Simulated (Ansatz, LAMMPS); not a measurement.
# Relaxing glassy 57SiO2-43MgO (mol %) (59 atoms)

Wanted: the relaxed structure of glassy 57SiO2-43MgO (mol %) (59 atoms) and its electronic structure.

Main program and level: Ansatz 0.2.0; Kohn-Sham DFT, PBE, PAW (set soft_2), plane waves.

## (1) The starting structure

The cell holds 59 atoms: 13 Si, 10 Mg and 36 O. Cell: a = 9.068 Å, b = 9.068 Å, c = 9.068 Å, α = 90.0°, β = 90.0°, γ = 90.0°. 59 atoms (13 Si, 10 Mg, 36 O) placed at random at 2.46 g/cm³, melted at 4000 K for 10 ps at fixed volume with the Morse and Coulomb pair potential with partial charges (Pedone, Malavasi, Menziani, Cormack and Segre, J. Phys. Chem. B 110, 11780 (2006)). Quenched from 4000 K to 300 K at 5 K/ps and fixed volume, held 10 ps at zero pressure.

Limits known from the start: The quench rate of 5 K/ps far exceeds what a furnace or splat quench reaches, so expect more defects and frozen-in strain than in a real sample. The network of bonds at the start is that of the classical potential that made the cell. The Brillouin zone is sampled at Γ only, in a cell whose shortest periodic width is 9 Å.

## (2) The classical run that made the cell

A classical potential makes the cell, at a small fraction of what the same run would cost in DFT.

This step: classical MD, Morse and Coulomb pair potential with partial charges (Pedone, Malavasi, Menziani, Cormack and Segre, J. Phys. Chem. B 110, 11780 (2006)) (LAMMPS 22 Jul 2025 - Update 4).

Contents of in.lmp:

```
# melt-quench of Si13Mg10O36
units metal
atom_style charge
boundary p p p
region box block 0 9.2780 0 9.2780 0 9.2780
create_box 3 box
mass 1 28.0850   # Si
mass 2 24.3050   # Mg
mass 3 15.9990   # O
create_atoms 1 random 13 751743 NULL overlap 1.5 maxtry 2000
create_atoms 2 random 10 751750 NULL overlap 1.5 maxtry 2000
create_atoms 3 random 36 751757 NULL overlap 1.5 maxtry 2000
pair_style hybrid/overlay pedone 5.5 coul/long 8.0
pair_coeff * * coul/long
pair_coeff 1 3 pedone 0.340554 2.006700 2.100000 1   # Si-O
pair_coeff 2 3 pedone 0.038908 2.281000 2.586153 5   # Mg-O
pair_coeff 3 3 pedone 0.042395 1.379316 3.618701 22   # O-O
set type 1 charge 2.4
set type 2 charge 1.2
set type 3 charge -1.2
kspace_style pppm 1.0e-4
neigh_modify delay 0 every 1 check yes
thermo_style custom step time temp pe press density
thermo_modify norm yes
timestep 0.002
thermo 100
min_style cg
minimize 1e-4 1e-4 200 2000
reset_timestep 0
velocity all create 4000 751744 mom yes dist gaussian
fix lim all nve/limit 0.05
fix lan all langevin 4000 4000 0.2 751745 zero yes
thermo 500
run 1000 post no
# [... 7 lines left out ...]
fix md all nvt temp 4000 300 0.2
run 370000 post no
unfix md
thermo 1666
fix md all npt temp 300 300 0.2 iso 0 0 2
run 5000 post no
unfix md
write_dump all custom glass.dump id type xs ys zs modify sort id
```

On the command line:

```sh
$ lmp -in in.lmp -log none -nocite
```

Numbers of over 12 decimals in the logs are rounded to 6 here.

The program printed:

```text
LAMMPS (22 Jul 2025 - Update 4)
Created orthogonal box = (0 0 0) to (9.278 9.278 9.278)
Created 13 atoms
Created 10 atoms
Created 36 atoms
PPPM initialization ...
  G vector (1/distance) = 0.38048549
  grid = 10 10 10
  estimated relative force accuracy = 6.1536558e-05
   Step          Time           Temp          PotEng         Press         Density
         0   0              0             -5.3140883      466927.08      2.4619618
        81   0.162          0             -14.2787        24744.619      2.4619618
Loop time of 0.0254394 s on 1 MPI rank(s) for 81 steps with 59 atoms
Minimization stats:
  Stopping criterion = energy tolerance
[... 17 lines left out ...]
[... 1 line left out ...]
Loop time of 1.0353 s on 1 MPI rank(s) for 5000 steps with 59 atoms
   Step          Time           Temp          PotEng         Press         Density
[... 12 lines left out ...]
Loop time of 72.9728 s on 1 MPI rank(s) for 370000 steps with 59 atoms
   Step          Time           Temp          PotEng         Press         Density
[... 1 line left out ...]
    376516   753.032        296.8894      -14.432183     -4282.2265      2.5882329
    378182   756.364        265.08807     -14.435339      5647.9428      2.6047745
    379848   759.696        308.15629     -14.431903      1541.148       2.6097161
    381000   762            275.59231     -14.427222      4523.5285      2.6368478
Loop time of 1.23167 s on 1 MPI rank(s) for 5000 steps with 59 atoms
```

Run time: 76 s. Hardware: 1 thread of Intel Xeon 6975P-C (Granite Rapids), shared host; peak memory 0.068 GiB.

## (3) Single point at the start

A single point comes first, to see the forces before anything moves.

Contents of input.yaml:

```yaml
crystal:
  lattice:
    - [9.06817, 0.0, 0.0]
    - [0.0, 9.06817, 0.0]
    - [0.0, 0.0, 9.06817]
  atoms:
    - { symbol: Si, position: [0.27602, 0.06575, 0.22663] }
    - { symbol: Si, position: [0.22274, 0.59355, 0.16217] }
    - { symbol: Si, position: [0.83644, 0.67791, 0.32574] }
    - { symbol: Si, position: [0.00728, 0.54166, 0.61118] }
    - { symbol: Si, position: [0.77727, 0.49864, 0.03785] }
    - { symbol: Si, position: [0.84581, 0.30897, 0.79721] }
    - { symbol: Si, position: [0.32776, 0.44242, 0.64193] }
    - { symbol: Si, position: [0.78168, 0.15928, 0.36235] }
    - { symbol: Si, position: [0.13259, 0.77489, 0.87177] }
    - { symbol: Si, position: [0.91489, 0.01454, 0.66191] }
    - { symbol: Si, position: [0.41378, 0.75358, 0.72443] }
    - { symbol: Si, position: [0.51908, 0.20756, 0.78651] }
    - { symbol: Si, position: [0.72617, 0.80535, 0.88066] }
    - { symbol: Mg, position: [0.281, 0.00732, 0.60898] }
    - { symbol: Mg, position: [0.08631, 0.85227, 0.39903] }
    - { symbol: Mg, position: [0.62478, 0.92154, 0.52917] }
    - { symbol: Mg, position: [0.42249, 0.34986, 0.07357] }
    - { symbol: Mg, position: [0.57885, 0.4841, 0.30594] }
    - { symbol: Mg, position: [0.92901, 0.97763, 0.09709] }
    - { symbol: Mg, position: [0.4177, 0.7458, 0.32684] }
    - { symbol: Mg, position: [0.02651, 0.2685, 0.11032] }
    - { symbol: Mg, position: [0.49863, 0.2236, 0.42488] }
    - { symbol: Mg, position: [0.56542, 0.00148, 0.13047] }
    - { symbol: O, position: [0.8736, 0.16331, 0.22095] }
    - { symbol: O, position: [0.87829, 0.36728, 0.96044] }
    - { symbol: O, position: [0.85876, 0.56682, 0.19028] }
    - { symbol: O, position: [0.64, 0.04365, 0.34137] }
    - { symbol: O, position: [0.06392, 0.9371, 0.62273] }
    - { symbol: O, position: [0.42987, 0.4189, 0.50242] }
    - { symbol: O, position: [0.50126, 0.14995, 0.94969] }
    - { symbol: O, position: [0.90851, 0.41702, 0.68159] }
    - { symbol: O, position: [0.91601, 0.15163, 0.77313] }
    - { symbol: O, position: [0.40165, 0.57192, 0.1896] }
    - { symbol: O, position: [0.19685, 0.69427, 0.00906] }
    - { symbol: O, position: [0.27746, 0.84777, 0.79537] }
    - { symbol: O, position: [0.78319, 0.89147, 0.72077] }
    - { symbol: O, position: [0.69643, 0.30862, 0.39759] }
    - { symbol: O, position: [0.05985, 0.64781, 0.75163] }
    - { symbol: O, position: [0.50254, 0.09625, 0.64317] }
    - { symbol: O, position: [0.7741, 0.63639, 0.91906] }
    - { symbol: O, position: [0.55704, 0.78784, 0.80607] }
    - { symbol: O, position: [0.42634, 0.81242, 0.55519] }
    - { symbol: O, position: [0.37082, 0.587, 0.71875] }
    - { symbol: O, position: [0.15714, 0.44036, 0.5779] }
    - { symbol: O, position: [0.90612, 0.83309, 0.28322] }
    - { symbol: O, position: [0.38244, 0.2001, 0.23033] }
    - { symbol: O, position: [0.63578, 0.41755, 0.09478] }
    - { symbol: O, position: [0.37123, 0.30983, 0.75621] }
    - { symbol: O, position: [0.37319, 0.92, 0.20308] }
    - { symbol: O, position: [0.18568, 0.67836, 0.31539] }
    - { symbol: O, position: [0.99024, 0.86337, 0.91836] }
    - { symbol: O, position: [0.14667, 0.07793, 0.12164] }
    - { symbol: O, position: [0.1738, 0.43606, 0.116] }
    - { symbol: O, position: [0.92519, 0.62687, 0.48218] }
    - { symbol: O, position: [0.66589, 0.29468, 0.7854] }
    - { symbol: O, position: [0.71116, 0.89094, 0.02524] }
    - { symbol: O, position: [0.84505, 0.08281, 0.51705] }
    - { symbol: O, position: [0.66237, 0.68398, 0.36502] }
    - { symbol: O, position: [0.22271, 0.04738, 0.40326] }
kpoints:
  mp_grid: { grid: [1, 1, 1] }
hamiltonian:
  xc: pbe
scf:
  occupations: { method: fermi_dirac, width: 0.025 }
output:
  forces: true
  stress: true
  populations: true
  dos:
    method: { smearing: { sigma: 0.1 } }
    de: 0.1
    projected: { site_lists: { Mg: [Mg], O: [O], Si: [Si] } }
  eigenvalues: true
```

On the command line:

```sh
$ ansatz run input.yaml --threads 4 --pin off --max-ram 8192MiB --backend cpu --events-out ev --progress --plain --runs-dir out
```

The program printed:

```text
Engine: ansatz 0.2.0, x86_64-unknown-linux-gnu
Pseudopotentials: kind: paw
Pseudopotential: Si, paw, valence charge 4, recommended cutoff 420 eV (normal), Si.paw.azcp
Pseudopotential: Mg, paw, valence charge 10, recommended cutoff 420 eV (normal), Mg.paw.azcp
Pseudopotential: O, paw, valence charge 6, recommended cutoff 420 eV (normal), O.paw.azcp
[... 5 lines on functional and potentials left out ...]
Crystal: 59 atoms, lattice volume = 745.691 Å³
Basis set: ecut = 420 eV, 14531 PW (Γ), exchange–correlation on 128×128×128 points (8 copies of the dense FFT grid, shifted against one another)
Bands: 243, of which v1, the nominal top of the filled ones, is band 184 counted from 1 (183 counted from 0)
Symmetry: 1 space group operations
Space group: P1 (ITA 1), of the structure as read, at distance tolerance 9.1e-5 Å
k-points: 1
[... 7 lines on functional and potentials left out ...]
Initial density: superposition of atomic densities (neutral atoms: chi_scale 0, normalization atom), corrected by the library's trained network
Initial wavefunctions: pseudopotential atomic-orbital guess
Functional: x = pbe(κ = 0.804, μ = 0.219515), c = pbe(β = 0.066725)
SCF iter   1: F=—  HF=-47994.588952 eV  |F-HF|=—  |Δ(HF+E_count)|=         —  Δρ=2.17e-3  dr2=4.24e-2  ethr=1.77e-3  ⟨swp⟩=6.0  Hψ=1080  notcnv=0  defer=22
preconditioner: auto → Resta (q_TF=auto, 2.425 Å⁻¹)  ε∞=3.1  [insulator: Δε(μ)=3.706 eV  Ē_g=15.767 eV  σ=0.025 eV  W_gap=1.00  n_scr=178 (ndim 8)  ℏωp=23.1 eV  f_vac=0.136  D(μ)=0.00/eV (n_scr^D=0)  ε∞_Penn≈3.1]
SCF iter   2: F=—  HF=-47994.587110 eV  |F-HF|=—  |Δ(HF+E_count)|=   1.84e-3  Δρ=1.17e-3  dr2=1.01e-2  ethr=1.15e-5  ⟨swp⟩=2.0  Hψ=431  notcnv=0  defer=52
SCF iter   3: F=—  HF=-47994.588774 eV  |F-HF|=—  |Δ(HF+E_count)|=   1.66e-3  Δρ=4.77e-4  dr2=2.69e-3  ethr=2.75e-6  ⟨swp⟩=2.0  Hψ=310  notcnv=0  defer=52
SCF iter   4: F=—  HF=-47994.589264 eV  |F-HF|=—  |Δ(HF+E_count)|=   4.89e-4  Δρ=1.44e-4  dr2=1.72e-4  ethr=7.32e-7  ⟨swp⟩=2.0  Hψ=310  notcnv=0  defer=52
SCF iter   5: F=—  HF=-47994.589343 eV  |F-HF|=—  |Δ(HF+E_count)|=   7.95e-5  Δρ=8.77e-5  dr2=4.85e-5  ethr=4.68e-8  ⟨swp⟩=2.0  Hψ=375  notcnv=0  defer=52
SCF iter   6: F=—  HF=-47994.590271 eV  |F-HF|=—  |Δ(HF+E_count)|=   9.27e-4  Δρ=3.00e-5  dr2=5.87e-6  ethr=1.32e-8  ⟨swp⟩=2.0  Hψ=335  notcnv=0  defer=52
SCF iter   7: F=—  HF=-47994.590272 eV  |F-HF|=—  |Δ(HF+E_count)|=   1.11e-6  Δρ=9.31e-6  dr2=7.63e-7  ethr=1.60e-9  ⟨swp⟩=2.0  Hψ=362  notcnv=0  defer=52
SCF iter   8: F=—  HF=-47994.590272 eV  |F-HF|=—  |Δ(HF+E_count)|=   6.80e-7  Δρ=5.39e-6  dr2=1.87e-7  ethr=2.07e-10  ⟨swp⟩=2.0  Hψ=319  notcnv=0  defer=52
SCF iter   9: F=-47994.590272 eV  HF=-47994.590272 eV  |F-HF|=4.42e-9  |Δ(HF+E_count)|=   3.91e-8  Δρ=1.92e-6  dr2=2.51e-8  ethr=2.72e-11  ⟨swp⟩=13.0  Hψ=1288  notcnv=0
SCF 1 converged in 9 iterations: F = -47994.590272 eV  dr2 = 2.51e-8
  greatest PAW one-centre occupation: 1.000 electrons in one spin orbital (limit 2), on the Mg atom at site 21 (counted from 0), in its partial waves of l = 0
SCF converged after 9 iterations
Free energy (F): -47994.590272 eV
Harris-Foulkes:  -47994.590272 eV  (|F-HF|=4.42e-9)
Internal energy: -47994.590272 eV  (E = F + TS)
E sigma→0 (E₀):  -47994.590272 eV
Fermi energy:    5.945463 eV
--- Per-component energies (eV) ---
  E_band       = -4424.601506
  E_kinetic    = 7792.852848
  E_local      = -35724.645447  (includes V_loc(G=0)·N_el)
  E_nonlocal   = 3000.977714
  E_hartree    = 13285.177416
  E_xc         = -3706.093973
  E_vxc        = -4427.361281  (∫ρ·V_xc dr)
  E_paw        = -15314.934212  (= ΣΔE_a)
  E_vpaw       = -1636.865921  (= ΣTr[D̂ρ^β])
  E_aug_tail   = 0.091786  (compensation charges beyond the density's cutoff)
  E_ewald      = -17328.016405
  E_smearing   = -0.000000  (= −TS)
  E_closure    = -0.000000  (closes the sum)
  Σ components = -47994.590272   (vs F -47994.590272, Δ=0.00e0)
--- Forces (eV/Å), atoms counted from 1 ---
  atom   1  Si     1.05403968    -2.02327834     4.14180809
  atom   2  Si     0.74831784     1.91483263    -0.32128563
  atom   3  Si    -0.07013122     0.41572026     0.90655496
  atom   4  Si     3.18953729     0.67856899     2.53158575
  atom   5  Si     0.38230779     2.49606234     0.64003787
  atom   6  Si    -2.68150787    -0.52343572    -1.18496728
  atom   7  Si    -0.94443197    -2.42419866    -2.68285278
  atom   8  Si    -2.40409573    -0.70841279     2.53535911
  atom   9  Si    -2.97441965    -1.81118752    -1.67892807
  atom  10  Si    -0.55133565    -2.01550562     1.54540966
  atom  11  Si    -1.15479364     0.18263734    -1.25630549
  atom  12  Si    -2.48328864    -1.69979978    -0.48053899
  atom  13  Si     0.18508395    -1.08054250    -3.35000746
  atom  14  Mg    -0.08909993    -0.18836357    -0.03849869
[...]
atom  58  O     -1.28075749     0.26192870     0.24228548
  atom  59  O     -0.35216069    -0.70971939     0.06607659
  max |Σ_I F_I| component: 1.53e-4 eV/Å
--- Stress (GPa, compression-positive) ---
        6.588502       0.637035      -1.491564
        0.637036       6.985977       0.738129
       -1.491566       0.738126       2.484028
  P = ⅓ Tr σ = 5.3528 GPa (53.528 kbar)
--- Band table (eV) ---
  k-point 0: bands = ["-70.2662", "-69.9494", "-69.8805", "-69.7464", [... 227 levels ...], "14.4300", "14.5277", "14.5883", "14.6188", "14.6765", "14.7453", "14.8571", "14.9195", "14.9735", "15.0631", "15.1528", "15.2339"]
--- Löwdin populations: 59 sites ---
  site symbol       q [e]
     0     Si      2.4051
     1     Si      2.3583
     2     Si      2.3430
[...]
58      O      7.0997
  spilling = 0.011088 (of n_electrons = 368.000000)
```

The job ended after 3.3 s (4 threads of Intel Xeon 6975P-C (Granite Rapids), shared host; peak memory 0.92 GiB; 11 s of CPU time).

Numbers from this run:

| Item | Value |
| --- | --- |
| free energy | -47994.5903 eV |
| free energy per atom | -813.4676 eV/atom |
| SCF cycles | 9 |
| pressure | 5.353 GPa |
| r.m.s. force component | 1.45 eV/Å |
| longest force | 5.881 eV/Å |
| Fermi energy | 5.945 eV |
| gap (highest filled to lowest empty level) | 3.698 eV |
| spilling of the projection | 0.01109 |

The r.m.s. force component of 1.4 eV/Å and the pressure of 5.4 GPa set the starting point.

Neighbours are counted within 2.08 Å (O-Si), 2.52 Å (O-Mg).

Length of the force by element and coordination:

```
element  coordination  atoms  mean length of the force (eV/Å)  spread  least  most
     Mg           all     10                             1.02   0.543  0.212  1.95
     Mg             4      3                             1.35   0.489  0.748  1.95
     Mg             5      7                            0.880   0.503  0.212  1.89
      O           all     36                             2.20    1.18  0.435  5.88
      O             2     13                             2.09   0.976  0.435  4.05
      O             3     19                             2.44    1.34  0.795  5.88
      O             4      4                             1.45   0.290   1.05  1.75
     Si           all     13                             3.04   0.998  1.000  4.73
```

## (4) Relaxation

The atoms are relaxed in the fixed cell, aiming at the force tolerance of the input.

input.yaml, the sections that differ from step 3:

```yaml
output:
  forces: true
relax:
  f_tol: 0.03
  max_steps: 200
# crystal, kpoints, hamiltonian, scf: as in step 3
```

The program printed:

```text
[...]
Crystal: 59 atoms, lattice volume = 745.691 Å³
Basis set: ecut = 420 eV, 14531 PW (Γ), exchange–correlation on 128×128×128 points (8 copies of the dense FFT grid, shifted against one another)
Bands: 243, of which v1, the nominal top of the filled ones, is band 184 counted from 1 (183 counted from 0)
Symmetry: 1 space group operations
[...]
k-points: 1
[...]
SCF iter   1: F=—  HF=-47994.588954 eV  |F-HF|=—  |Δ(HF+E_count)|=         —  Δρ=2.17e-3  dr2=4.24e-2  ethr=1.77e-3  ⟨swp⟩=6.0  Hψ=1080  notcnv=0  defer=22
[...]
SCF iter   6: F=-47994.590270 eV  HF=-47994.590271 eV  |F-HF|=8.85e-7  |Δ(HF+E_count)|=   5.27e-6  Δρ=2.96e-5  dr2=5.81e-6  ethr=6.11e-9  ⟨swp⟩=4.0  Hψ=758  notcnv=0
SCF 1 converged in 6 iterations: F = -47994.590270 eV  dr2 = 5.81e-6
[...]
relax step   1: F+E_penalty+E_count = -47994.59026965 eV  Δ(F+E_penalty+E_count) = +0.000e0 eV  max|allowed force component| = 4.844e0 eV/Å  Δτ_max = 0.0000 Å  (6 SCF iters, dr2 threshold 2.25e-5 eV, accepted)
[...]
relax step   2: F+E_penalty+E_count = -47997.58194556 eV  Δ(F+E_penalty+E_count) = -2.992e0 eV  max|allowed force component| = 2.458e0 eV/Å  Δτ_max = 0.1289 Å  (6 SCF iters, dr2 threshold 1.00e-4 eV, accepted)
[...]
relax step   3: F+E_penalty+E_count = -47999.17116125 eV  Δ(F+E_penalty+E_count) = -1.589e0 eV  max|allowed force component| = 7.431e-1 eV/Å  Δτ_max = 0.2000 Å  (6 SCF iters, dr2 threshold 1.00e-4 eV, accepted)
relax step   4: F+E_penalty+E_count = -47999.42843092 eV  Δ(F+E_penalty+E_count) = -2.573e-1 eV  max|allowed force component| = 2.828e-1 eV/Å  Δτ_max = 0.2000 Å  (7 SCF iters, dr2 threshold 5.05e-5 eV, accepted)
relax step   5: F+E_penalty+E_count = -47999.48951225 eV  Δ(F+E_penalty+E_count) = -6.108e-2 eV  max|allowed force component| = 7.485e-2 eV/Å  Δτ_max = 0.1360 Å  (7 SCF iters, dr2 threshold 7.31e-6 eV, accepted)
[...]
relax step   6: F+E_penalty+E_count = -47999.49409436 eV  Δ(F+E_penalty+E_count) = -4.582e-3 eV  max|allowed force component| = 2.325e-2 eV/Å  Δτ_max = 0.0238 Å  (7 SCF iters, accepted)
SCF converged after 7 iterations
Free energy (F): -47999.494094 eV
[...]
Internal energy: -47999.494094 eV  (E = F + TS)
E sigma→0 (E₀):  -47999.494094 eV
Fermi energy:    5.981998 eV
[...]
--- Forces (eV/Å), atoms counted from 1 ---
  atom   1  Si    -0.00169522    -0.00322357     0.00657553
  atom   2  Si     0.00294619    -0.01487710     0.01173360
  atom   3  Si    -0.00917179    -0.00259545    -0.00471291
  atom   4  Si    -0.00485743    -0.00888135     0.00084263
  atom   5  Si    -0.00708867    -0.01153011     0.00062280
  atom   6  Si    -0.00760664    -0.00901030    -0.00152143
  atom   7  Si     0.00338959     0.00198987    -0.00321016
  atom   8  Si     0.00644218    -0.00257253    -0.00636476
  atom   9  Si    -0.00106557     0.00844930    -0.02324602
  atom  10  Si    -0.00282992     0.00380455    -0.01836057
  atom  11  Si     0.00573186    -0.00683143     0.00300354
  atom  12  Si    -0.00069074    -0.00061561    -0.00090317
  atom  13  Si    -0.00661836     0.00460371     0.00369124
  atom  14  Mg     0.00147449     0.00395518     0.00322422
[...]
atom  58  O     -0.00336585     0.00911721     0.00038309
  atom  59  O      0.00231967    -0.00328460    -0.01115048
  max |Σ_I F_I| component: 2.07e-4 eV/Å
--- Relaxed structure (6 steps of the walk, 6 accepted, 0 SCFs on fresh bases) ---
  F+E_penalty+E_count = -47999.49409436 eV   max|allowed force component| = 2.325e-2 eV/Å
  atoms:
    - { symbol: Si, position: [0.286459, 0.053553, 0.225455] }
    - { symbol: Si, position: [0.236061, 0.594898, 0.168485] }
    - { symbol: Si, position: [0.840410, 0.680168, 0.328662] }
    - { symbol: Si, position: [0.00948116, 0.543792, 0.617241] }
[...]
- { symbol: O, position: [0.249875, 0.016329, 0.400859] }
```

It took 11 s on 4 threads; peak memory 0.89 GiB; 39 s of CPU time.

Relaxation path:

| step | energy less that of the first step (eV) | largest force component (eV/Å) |
| --- | --- | --- |
| 1 | 0.0000 | 4.8437 |
| 2 | -2.9917 | 2.4582 |
| 3 | -4.5809 | 0.7431 |
| 4 | -4.8382 | 0.2828 |
| 5 | -4.8992 | 0.0748 |
| 6 | -4.9038 | 0.0232 |

The atoms that moved most (Å):

```
atom      dx      dy      dz  length
 O56   0.140   0.384  -0.098   0.420
Mg23  -0.043   0.330  -0.183   0.380
 O59   0.246  -0.282  -0.022   0.375
 O49   0.158  -0.027  -0.313   0.352
 O48  -0.252  -0.105  -0.220   0.351
 O30  -0.234   0.153  -0.019   0.280
 O51   0.127   0.231  -0.083   0.276
 O29  -0.011  -0.068  -0.264   0.272
```

The relaxation changed the energy by -83.1 meV/atom, and atoms moved by 0.19 Å r.m.s., 0.42 Å at most.

[end of part 1 of 3]

[Logs are printed without paths, hosts, clocks, repeated set-up lines and the standing remarks that a program may print on its own settings, such as how far it seeks lower states.]

[Hosts, paths, dates, database ids (printed as entryN), source tags and the programs' standing remarks are cut or masked in the printed files.]
